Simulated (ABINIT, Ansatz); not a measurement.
# Ba (Pm-3m): phonons by linear response, part 3 of 4

Aim: the phonon dispersion of Ba (Pm-3m), checked by a second program.

ABINIT 10.8.3; DFT LDA, scalar-relativistic, plane waves, PseudoDojo norm-conserving pseudopotentials.

So far. Step 2 (Relaxing the cell and atoms): The volume changes by +1.4 % from the cell with which this run began. The relaxed cell has a = 3.731 Å (conventional setting).

This is not the structure that Ba takes at ambient pressure and room temperature (bcc); it is a model or a phase of other conditions.

### 6. Sum rules set otherwise (asr 0)

Without the rule the raw error of the acoustic modes shows.

Contents of anaddb.abi:

```
ddb_filepath "gamma_DDB"
output_file "anaddb.abo"
outdata_prefix "anaddb"
asr 0
chneut 0
enunit 2
eivec 1
nph1l 1
qph1l 0.0 0.0 0.0 1.0
```

Contents of mrgddb.in:

```
gamma_DDB
merged
2
dfpt_gammao_DDB
gso_DDB
```

Run with:

```sh
$ mrgddb < mrgddb.in > mrgddb.log
$ OMP_NUM_THREADS=1 anaddb anaddb.abi > anaddb.log
```

Numbers of over 12 decimals in the logs are rounded to 6 here.

anaddb.abo, the main output file:

```text
-outvars_anaddb: echo values of input variables ----------------------

 Miscellaneous information :
      enunit         2
       eivec         1
      chneut         0
 First list of wavevector (reduced coord.) :
       nph1l         1
       qph1l
                     0.00000000E+00  0.00000000E+00  0.00000000E+00    1.000E+00

================================================================================

 read the DDB information and perform some checks

  ==== Info on the Cryst% object ====
 Real(R)+Recip(G) space primitive vectors, cartesian coordinates (Bohr,Bohr^-1):
 R(1)=  7.0502790  0.0000000  0.0000000  G(1)=  0.1418384  0.0000000  0.0000000
 R(2)=  0.0000000  7.0502790  0.0000000  G(2)=  0.0000000  0.1418384  0.0000000
 R(3)=  0.0000000  0.0000000  7.0502790  G(3)=  0.0000000  0.0000000  0.1418384
 Unit cell volume ucvol=  3.5044422E+02 bohr^3
 Angles (23,13,12)=  9.00000000E+01  9.00000000E+01  9.00000000E+01 degrees
 Time-reversal symmetry is present
 Reduced atomic positions [iatom, xred, symbol]:
    1)    0.5000000  0.5000000  0.5000000  Ba

 DDB file with 3 blocks has been read.

================================================================================

 Treat the first list of vectors

  Phonon wavevector (reduced coordinates) :  0.00000  0.00000  0.00000
 Phonon energies in Hartree :
   2.706445E-06  2.706445E-06  2.706445E-06
 Phonon energies in meV     :
-  7.364611E-02  7.364611E-02  7.364613E-02
 Phonon frequencies in cm-1    :
-  5.939959E-01  5.939959E-01  5.939961E-01
 Phonon frequencies in Thz     :
-  1.780755E-02  1.780755E-02  1.780755E-02
 Phonon energies in Kelvin  :
-  8.546276E-01  8.546276E-01  8.546278E-01

 Eigendisplacements
 (will be given, for each mode : in cartesian coordinates
   for each atom the real part of the displacement vector,
   then the imaginary part of the displacement vector - absolute values smaller than 1.0d-7 are set to zero)
  Mode number    1   Energy    2.706445E-06
 Attention : low frequency mode.
   (Could be unstable or acoustic mode)
-  1  0.00000000E+00  0.00000000E+00  1.99867409E-03
-     0.00000000E+00  0.00000000E+00  0.00000000E+00
  Mode number    2   Energy    2.706445E-06
 Attention : low frequency mode.
   (Could be unstable or acoustic mode)
-  1  0.00000000E+00  1.99867409E-03  0.00000000E+00
-     0.00000000E+00  0.00000000E+00  0.00000000E+00
  Mode number    3   Energy    2.706445E-06
 Attention : low frequency mode.
   (Could be unstable or acoustic mode)
-  1  1.99867409E-03  0.00000000E+00  0.00000000E+00
-     0.00000000E+00  0.00000000E+00  0.00000000E+00

 Analysis of degeneracies and characters (maximum tolerance=1.00E-06 a.u.)
 For each vibration mode, or group of modes if degenerate,
 the characters are given for each symmetry operation (see the list in the log file).
 Symmetry characters of vibration mode #   1
       degenerate with vibration modes #   2 to    3
  3.0 -3.0 -1.0  1.0 -1.0  1.0 -1.0  1.0  1.0 -1.0 -1.0  1.0  1.0 -1.0 -1.0  1.0
  0.0  0.0  0.0  0.0  0.0  0.0  0.0  0.0  1.0 -1.0 -1.0  1.0 -1.0  1.0  1.0 -1.0
  0.0  0.0  0.0  0.0  0.0  0.0  0.0  0.0  1.0 -1.0  1.0 -1.0 -1.0  1.0 -1.0  1.0
-
```

Run time: 0.5 s. Hardware: 1 thread of Arm Neoverse V1, shared host.

Read from the output:

| Quantity | Value |
| --- | --- |
| largest acoustic frequency at the zone centre before the sum rule | 0.59 cm⁻¹ |

Zone-centre frequencies as printed; negative means imaginary. Modes:

| mode | frequency (cm⁻¹) |
| --- | --- |
| 1 | 0.59 |
| 2 | 0.59 |
| 3 | 0.59 |

### 7. Phonons on a q mesh

Linear response treats each wavevector in the unit cell, with no supercell; the 2×2×2 mesh fixes the range of the force constants to be had.

Contents of dfpt_q.abi:

```
ndtset 3

# wavevectors
qpt1 0.5 0.0 0.0
qpt2 0.5 0.5 0.0
qpt3 0.5 0.5 0.5

# displacements
getwfk_filepath "gso_WFK"
getwfq_filepath "gso_WFK"
kptopt 3
nqpt 1
rfphon 1
rfatpol 1 1
rfdir 1 1 1
tolvrs 1.0d-10
prtwf 0

# basis, mesh and filling
ecut 21.5
ngkpt 10 10 10
nshiftk 1
shiftk 0.0 0.0 0.0
istwfk *1
occopt 7
tsmear 0.01
nband 11
nstep 100
diemac 1000000.0
prtebands 0
prtgsr 0
useylm 1

# cell and atoms
acell 7.05027897 7.05027897 7.05027897
rprim 
    1.0 0.0 0.0
    0.0 1.0 0.0
    0.0 0.0 1.0
ntypat 1
znucl 56
natom 1
typat 1
xred 
    0.5 0.5 0.5
pp_dirpath "./pseudo"
pseudos "Ba.upf"
```

Run with:

```sh
$ OMP_NUM_THREADS=1 mpirun -n 4 abinit dfpt_q.abi > dfpt_q.log
```

dfpt_q.abo, the main output file:

```text
[banners, grids, parts of the stress and lines that vanish by symmetry left out]
- input  file    -> dfpt_q.abi
- output file    -> dfpt_q.abo
- root for input  files -> dfpt_qi
[...]
DATASET    1 : space group Pm -3 m (#221); Bravais cP (primitive cubic)
[...]
nfft =       27000          nkpt =        1000
[...]
DATASET    2 : space group Pm -3 m (#221); Bravais cP (primitive cubic)
[...]
nfft =       27000          nkpt =        1000
[...]
DATASET    3 : space group Pm -3 m (#221); Bravais cP (primitive cubic)
[...]
nfft =       27000          nkpt =        1000
[...]
== DATASET  1 ==================================================================
[...]
cutoff_energies: {ecut:  21.5, pawecutdg:  -1.0, }
[...]
Perturbation : displacement of atom   1   along direction   1
[...]
-ETOT  1   6.349082     -8.145E+02 3.049E+00 2.640E+04
 ETOT  2   1.420188     -4.929E+00 1.152E-02 3.417E+02
 ETOT  3   1.337114     -8.307E-02 2.569E-04 1.996E+01
 ETOT  4   1.333057     -4.056E-03 1.075E-05 2.414E-01
 ETOT  5   1.332970     -8.716E-05 8.395E-07 1.106E-03
[...]
At SCF step   11       vres2   =  1.30E-12 < tolvrs=  1.00E-10 =>converged.
[...]
Perturbation : displacement of atom   1   along direction   2
[...]
-ETOT  1 -3.04963650830246E-02 -6.147E+02 2.572E+00 4.784E+01
[...]
At SCF step    9       vres2   =  2.00E-11 < tolvrs=  1.00E-10 =>converged.
[...]
Phonon wavevector (reduced coordinates) :  0.50000  0.00000  0.00000
 Phonon energies in Hartree :
[...]
Phonon frequencies in cm-1    :
- -2.893111E+01 -2.893111E+01  7.183402E+01
[...]
== DATASET  2 ==================================================================
[...]
cutoff_energies: {ecut:  21.5, pawecutdg:  -1.0, }
[...]
- 56.00000  10.00000  180309                  znucl, zion, pspdat
[...]
Perturbation : displacement of atom   1   along direction   1
[...]
-ETOT  1  0.565566     -6.829E+02 1.932E+01 1.249E+02
[...]
ETOT  7  0.379484     -4.463E-10 7.277E-03 2.275E-09
 ETOT  8  0.379484     -7.276E-12 4.534E-04 9.072E-12
 At SCF step    8       vres2   =  9.07E-12 < tolvrs=  1.00E-10 =>converged.
[...]
Phonon wavevector (reduced coordinates) :  0.50000  0.50000  0.50000
 Phonon energies in Hartree :
[...]
Phonon frequencies in cm-1    :
-  3.832803E+01  3.832803E+01  3.832803E+01
[...]
strten2     0.0000000000E+00  0.0000000000E+00  0.0000000000E+00
           strten3     0.0000000000E+00  0.0000000000E+00  0.0000000000E+00
================================================================================
```

Run time: 4.2 min. Hardware: 4 MPI ranks.

Numbers from this step:

```
lowest mode on the q mesh (acoustic ones at the zone centre apart) : -45.66 cm⁻¹
```

Frequencies (cm⁻¹) before the sum rule at the irreducible wavevectors but Γ, which is solved apart; negative means imaginary. Frequencies by wavevector:

| q (fractions) | star | mode 1 | mode 2 | mode 3 |
| --- | --- | --- | --- | --- |
| 0.5 0 0 | 3 | -28.93 | -28.93 | 71.83 |
| 0.5 0.5 0 | 3 | -45.66 | 70.09 | 70.09 |
| 0.5 0.5 0.5 | 1 | 38.33 | 38.33 | 38.33 |

### 8. Dispersion

anaddb transforms the dynamical matrices to force constants and back along the path; points of the mesh come back as solved, but for the sum rule and, in polar crystals, the LO-TO term at Γ; the rest is interpolation.

Contents of anaddb.abi:

```
ddb_filepath "all_DDB"
output_file "anaddb.abo"
outdata_prefix "anaddb"
ifcflag 1
ngqpt 2 2 2
nqshft 1
q1shft 0.0 0.0 0.0
asr 1
chneut 0
dipdip 0
dipquad 0
quadquad 0
enunit 0
eivec 0
nph1l 62
qph1l 
    0.0 0.0 0.0 1.0
    0.0 0.05 0.0 1.0
    0.0 0.1 0.0 1.0
    0.0 0.15 0.0 1.0
    0.0 0.2 0.0 1.0
    0.0 0.25 0.0 1.0
    0.0 0.3 0.0 1.0
    0.0 0.35 0.0 1.0
    0.0 0.4 0.0 1.0
    0.0 0.45 0.0 1.0
    0.0 0.5 0.0 1.0
    0.05 0.5 0.0 1.0
    0.1 0.5 0.0 1.0
    0.15 0.5 0.0 1.0
    0.2 0.5 0.0 1.0
    0.25 0.5 0.0 1.0
    0.3 0.5 0.0 1.0
    0.35 0.5 0.0 1.0
    0.4 0.5 0.0 1.0
    0.45 0.5 0.0 1.0
    0.5 0.5 0.0 1.0
    0.45 0.45 0.0 1.0
    0.4 0.4 0.0 1.0
    0.35 0.35 0.0 1.0
    0.3 0.3 0.0 1.0
    0.25 0.25 0.0 1.0
    0.2 0.2 0.0 1.0
    0.15 0.15 0.0 1.0
    0.1 0.1 0.0 1.0
    0.05 0.05 0.0 1.0
    0.0 0.0 0.0 1.0
    0.05 0.05 0.05 1.0
    0.1 0.1 0.1 1.0
    0.15 0.15 0.15 1.0
    0.2 0.2 0.2 1.0
    0.25 0.25 0.25 1.0
    0.3 0.3 0.3 1.0
    0.35 0.35 0.35 1.0
    0.4 0.4 0.4 1.0
    0.45 0.45 0.45 1.0
    0.5 0.5 0.5 1.0
    0.45 0.5 0.45 1.0
    0.4 0.5 0.4 1.0
    0.35 0.5 0.35 1.0
    0.3 0.5 0.3 1.0
    0.25 0.5 0.25 1.0
    0.2 0.5 0.2 1.0
    0.15 0.5 0.15 1.0
    0.1 0.5 0.1 1.0
    0.05 0.5 0.05 1.0
    0.0 0.5 0.0 1.0
    0.5 0.5 0.5 1.0
    0.5 0.5 0.45 1.0
    0.5 0.5 0.4 1.0
    0.5 0.5 0.35 1.0
    0.5 0.5 0.3 1.0
    0.5 0.5 0.25 1.0
    0.5 0.5 0.2 1.0
    0.5 0.5 0.15 1.0
    0.5 0.5 0.1 1.0
    0.5 0.5 0.05 1.0
    0.5 0.5 0.0 1.0
```

Contents of mrgddb.in:

```
all_DDB
merged
4
dfpt_gammao_DDB
dfpt_qo_DS1_DDB
dfpt_qo_DS2_DDB
dfpt_qo_DS3_DDB
```

Run with:

```sh
$ mrgddb < mrgddb.in > mrgddb.log
$ OMP_NUM_THREADS=1 anaddb anaddb.abi > anaddb.log
```

anaddb.abo, the main output file:

```text
[banners, grids, parts of the stress and lines that vanish by symmetry left out]
-outvars_anaddb: echo values of input variables ----------------------

 Flags :
[...]
Phonon wavevector (reduced coordinates) :  0.00000  0.00000  0.00000
 Phonon energies in Hartree :
[...]
Phonon frequencies in cm-1    :
-  0.000000E+00  0.000000E+00  0.000000E+00
[...]
Phonon wavevector (reduced coordinates) :  0.00000  0.05000  0.00000
 Phonon energies in Hartree :
[...]
Phonon frequencies in cm-1    :
- -4.526776E+00 -4.526776E+00  1.123693E+01
[...]
Phonon wavevector (reduced coordinates) :  0.00000  0.10000  0.00000
 Phonon energies in Hartree :
[...]
Phonon frequencies in cm-1    :
- -8.942088E+00 -8.942088E+00  2.219717E+01
[...]
Phonon wavevector (reduced coordinates) :  0.00000  0.15000  0.00000
 Phonon energies in Hartree :
[...]
Phonon frequencies in cm-1    :
- -1.313722E+01 -1.313722E+01  3.261085E+01
[...]
Phonon wavevector (reduced coordinates) :  0.00000  0.20000  0.00000
 Phonon energies in Hartree :
[...]
Phonon frequencies in cm-1    :
- -1.700886E+01 -1.700886E+01  4.222154E+01
[...]
Phonon wavevector (reduced coordinates) :  0.00000  0.25000  0.00000
 Phonon energies in Hartree :
[...]
Phonon frequencies in cm-1    :
- -2.046169E+01 -2.046169E+01  5.079259E+01
  Phonon wavevector (reduced coordinates) :  0.00000  0.30000  0.00000
 Phonon energies in Hartree :
[...]
Phonon frequencies in cm-1    :
- -2.341069E+01 -2.341069E+01  5.811296E+01
  Phonon wavevector (reduced coordinates) :  0.00000  0.35000  0.00000
 Phonon energies in Hartree :
[...]
Phonon frequencies in cm-1    :
- -2.578324E+01 -2.578324E+01  6.400239E+01
  Phonon wavevector (reduced coordinates) :  0.00000  0.40000  0.00000
 Phonon energies in Hartree :
[...]
Phonon frequencies in cm-1    :
- -2.752092E+01 -2.752092E+01  6.831588E+01
  Phonon wavevector (reduced coordinates) :  0.00000  0.45000  0.00000
 Phonon energies in Hartree :
[...]
Phonon frequencies in cm-1    :
- -2.858094E+01 -2.858094E+01  7.094720E+01
  Phonon wavevector (reduced coordinates) :  0.00000  0.50000  0.00000
 Phonon energies in Hartree :
[...]
Phonon frequencies in cm-1    :
- -2.893720E+01 -2.893720E+01  7.183157E+01
  Phonon wavevector (reduced coordinates) :  0.05000  0.50000  0.00000
 Phonon energies in Hartree :
[...]
Phonon frequencies in cm-1    :
- -2.946025E+01 -2.639402E+01  7.178949E+01
  Phonon wavevector (reduced coordinates) :  0.10000  0.50000  0.00000
 Phonon energies in Hartree :
[...]
Phonon frequencies in cm-1    :
- -3.092815E+01 -1.697839E+01  7.166725E+01
  Phonon wavevector (reduced coordinates) :  0.15000  0.50000  0.00000
 Phonon energies in Hartree :
[...]
Phonon frequencies in cm-1    :
- -3.308499E+01  1.864936E+01  7.147643E+01
[...]
Phonon wavevector (reduced coordinates) :  0.50000  0.50000  0.35000
 Phonon energies in Hartree :
[...]
Phonon frequencies in cm-1    :
-  2.713185E+01  4.667496E+01  4.667496E+01
  Phonon wavevector (reduced coordinates) :  0.50000  0.50000  0.30000
 Phonon energies in Hartree :
[...]
Phonon frequencies in cm-1    :
-  1.551571E+01  5.156175E+01  5.156175E+01
  Phonon wavevector (reduced coordinates) :  0.50000  0.50000  0.25000
 Phonon energies in Hartree :
[...]
Phonon frequencies in cm-1    :
- -1.756182E+01  5.648687E+01  5.648687E+01
  Phonon wavevector (reduced coordinates) :  0.50000  0.50000  0.20000
 Phonon energies in Hartree :
[...]
Phonon frequencies in cm-1    :
- -2.928433E+01  6.101572E+01  6.101572E+01
  Phonon wavevector (reduced coordinates) :  0.50000  0.50000  0.15000
 Phonon energies in Hartree :
[...]
Phonon frequencies in cm-1    :
- -3.678277E+01  6.483039E+01  6.483039E+01
  Phonon wavevector (reduced coordinates) :  0.50000  0.50000  0.10000
 Phonon energies in Hartree :
[...]
Phonon frequencies in cm-1    :
- -4.178664E+01  6.770494E+01  6.770494E+01
  Phonon wavevector (reduced coordinates) :  0.50000  0.50000  0.05000
 Phonon energies in Hartree :
[...]
Phonon frequencies in cm-1    :
- -4.470506E+01  6.948786E+01  6.948786E+01
  Phonon wavevector (reduced coordinates) :  0.50000  0.50000  0.00000
 Phonon energies in Hartree :
[...]
Phonon frequencies in cm-1    :
- -4.566749E+01  7.009171E+01  7.009171E+01
-
```

It took 0.52 s on 1 thread.

Read from the output:

| Property | Result |
| --- | --- |
| lowest frequency on the path | -45.67 cm⁻¹ |

Anaddb. Phonon branches along the path, in cm⁻¹:

| point | branch 1 | branch 2 | branch 3 |
| --- | --- | --- | --- |
| Γ | 0 | 0 | 0 |
| halfway | -20 | -20 | 51 |
| X | -29 | -29 | 72 |
| halfway | -38 | 45 | 71 |
| M | -46 | 70 | 70 |
| halfway | -31 | 48 | 48 |
| Γ | 0 | 0 | 0 |
| halfway | 40 | 40 | 40 |
| R | 38 | 38 | 38 |
| halfway | 29 | 29 | 64 |
| X | -29 | -29 | 72 |
| jump to R | 38 | 38 | 38 |
| halfway | -18 | 56 | 56 |
| M | -46 | 70 | 70 |

The phonon branches as a text plot (rows in cm⁻¹):

```
     69 |      **********                            *****     **
     64 |     *       *  *                          *         *
     60 |    *       *    *                        *
     55 |           *      **                     *          *
     50 |   *                *                              *
     45 |                                ***     *         *
     40 |                     *         *   ******        *
     35 |          *                   *          **      *
     30 |  *                   *                    *
     25 |                            **                    *
     20 | *       *             *   *                *
     15 |                                                   *
     11 |*                       * *
      6 |
      1 |                         *
     -4 |*                       *                    *
     -9 | *
    -14 |  *                    *
    -19 |   *                  *                       *     *
    -24 |    **               *
    -29 |      ***           *                          **
    -33 |         **       **
    -38 |           *     *                                   *
    -43 |            *****                                     **
         Γ      X      M          Γ            R        X|R     M
```

The path dips to 46i cm⁻¹.

### 9. Sums over the zone

Sums over the zone need many more wavevectors than were solved, so the interpolation is sampled on a dense mesh.

Contents of anaddb.abi:

```
ddb_filepath "all_DDB"
output_file "anaddb.abo"
outdata_prefix "anaddb"
ifcflag 1
ngqpt 2 2 2
nqshft 1
q1shft 0.0 0.0 0.0
asr 1
chneut 0
dipdip 0
dipquad 0
quadquad 0
prtdos 2
ng2qpt 12 12 12
dosdeltae 4.5563e-06
ntemper 11
temperinc 100.0
tempermin 0.0
```

Run with:

```sh
$ OMP_NUM_THREADS=1 anaddb anaddb.abi > anaddb.log
```

anaddb.abo, the main output file:

```text
-outvars_anaddb: echo values of input variables ----------------------

 Flags :
     ifcflag         1
 Miscellaneous information :
         asr         1
      chneut         0
 Interatomic Force Constants Inputs :
      dipdip         0
     dipquad         0
    quadquad         0
      ifcana         0
      ifcout         0
 Description of grid 1 :
        brav         1
       ngqpt         2         2         2
      nqshft         1
      q1shft
                     0.00000000E+00  0.00000000E+00  0.00000000E+00
 Phonon DOS information :
   dosdeltae  4.55630000E-06
    dossmear  4.55633525E-06
 Description of grid 2 (Fourier interp. or BZ sampling):
      ng2qpt        12        12        12
      ngrids         4
      q2shft         0.00000000E+00  0.00000000E+00  0.00000000E+00

================================================================================

 read the DDB information and perform some checks

  ==== Info on the Cryst% object ====
 Real(R)+Recip(G) space primitive vectors, cartesian coordinates (Bohr,Bohr^-1):
 R(1)=  7.0502790  0.0000000  0.0000000  G(1)=  0.1418384  0.0000000  0.0000000
 R(2)=  0.0000000  7.0502790  0.0000000  G(2)=  0.0000000  0.1418384  0.0000000
 R(3)=  0.0000000  0.0000000  7.0502790  G(3)=  0.0000000  0.0000000  0.1418384
 Unit cell volume ucvol=  3.5044422E+02 bohr^3
 Angles (23,13,12)=  9.00000000E+01  9.00000000E+01  9.00000000E+01 degrees
 Time-reversal symmetry is present
 Reduced atomic positions [iatom, xred, symbol]:
    1)    0.5000000  0.5000000  0.5000000  Ba

 DDB file with 4 blocks has been read.

================================================================================

 Calculation of the interatomic forces

       Homogeneous q point set in the B.Z.
 Grid q points  :        8
  1)   0.00000000E+00  0.00000000E+00  0.00000000E+00
  2)   5.00000000E-01  0.00000000E+00  0.00000000E+00
  3)   0.00000000E+00  5.00000000E-01  0.00000000E+00
  4)   5.00000000E-01  5.00000000E-01  0.00000000E+00
  5)   0.00000000E+00  0.00000000E+00  5.00000000E-01
  6)   5.00000000E-01  0.00000000E+00  5.00000000E-01
  7)   0.00000000E+00  5.00000000E-01  5.00000000E-01
  8)   5.00000000E-01  5.00000000E-01  5.00000000E-01

 The interatomic forces have been obtained

================================================================================

 Calculation of phonon density of states

 Average speed of sound partial sums:     0.3327619393E-03 (at units)
-                                   =           0.7280 [km/s]

 Debye frequency from partial sums:     0.1839688679E-03 (Ha)
-                                 =     0.1210457002E+01 (THz)
-Debye temperature from partial sums:     0.5809277381E+02 (K)

 Average speed of sound:     0.3077261654E-04 (at units)
-                      =           0.0673 [km/s]

 Debye frequency from DOS:     0.1701277327E-04 (Ha)
-                        =     0.1119386707E+00 (THz)
-Debye temperature from DOS:     0.5372208902E+01 (K)

-
```

Wall time 0.53 s (1 thread).

This step gave:

```
share of modes beyond 3i cm⁻¹ on the dense interpolated mesh : 0.2628
```

Tetrahedra. Phonon density of states against wavenumber; read off at these points:

| wavenumber (cm⁻¹) | phonon density of states (1/cm⁻¹/cell) |
| --- | --- |
| -50.0 | 0 |
| -45.0 | 0.00192 |
| -40.0 | 0.0145 |
| -35.0 | 0.0205 |
| -30.0 | 0.0272 |
| -26.7 | 0.0300 |
| -25.0 | 0.0283 |
| -20.0 | 0.0217 |
| -15.0 | 0.0167 |
| -10.0 | 0.0147 |
| -5.0 | 0.0133 |
| 0.0 | 0.0127 |
| 5.0 | 0.0123 |
| 10.0 | 0.0125 |
| 15.0 | 0.0132 |
| 20.0 | 0.0155 |
| 25.0 | 0.0186 |
| 30.0 | 0.0252 |
| 35.0 | 0.0272 |
| 40.0 | 0.0330 |
| 45.0 | 0.0404 |
| 50.0 | 0.0411 |
| 55.0 | 0.0437 |
| 60.0 | 0.0508 |
| 65.0 | 0.0528 |
| 69.3 | 0.0647 |
| 70.0 | 0.0465 |
| 75.0 | 0 |

(Continued in part 4 of 4.)

[Host names and launcher messages were left out of these logs when they were recorded.]

[Logs are printed without paths, hosts, clocks, repeated set-up lines and the standing remarks that a program may print on its own settings, such as how far it seeks lower states.]

[Hosts, paths, dates, database ids (printed as entryN), source tags and the programs' standing remarks are cut or masked in the printed files.]
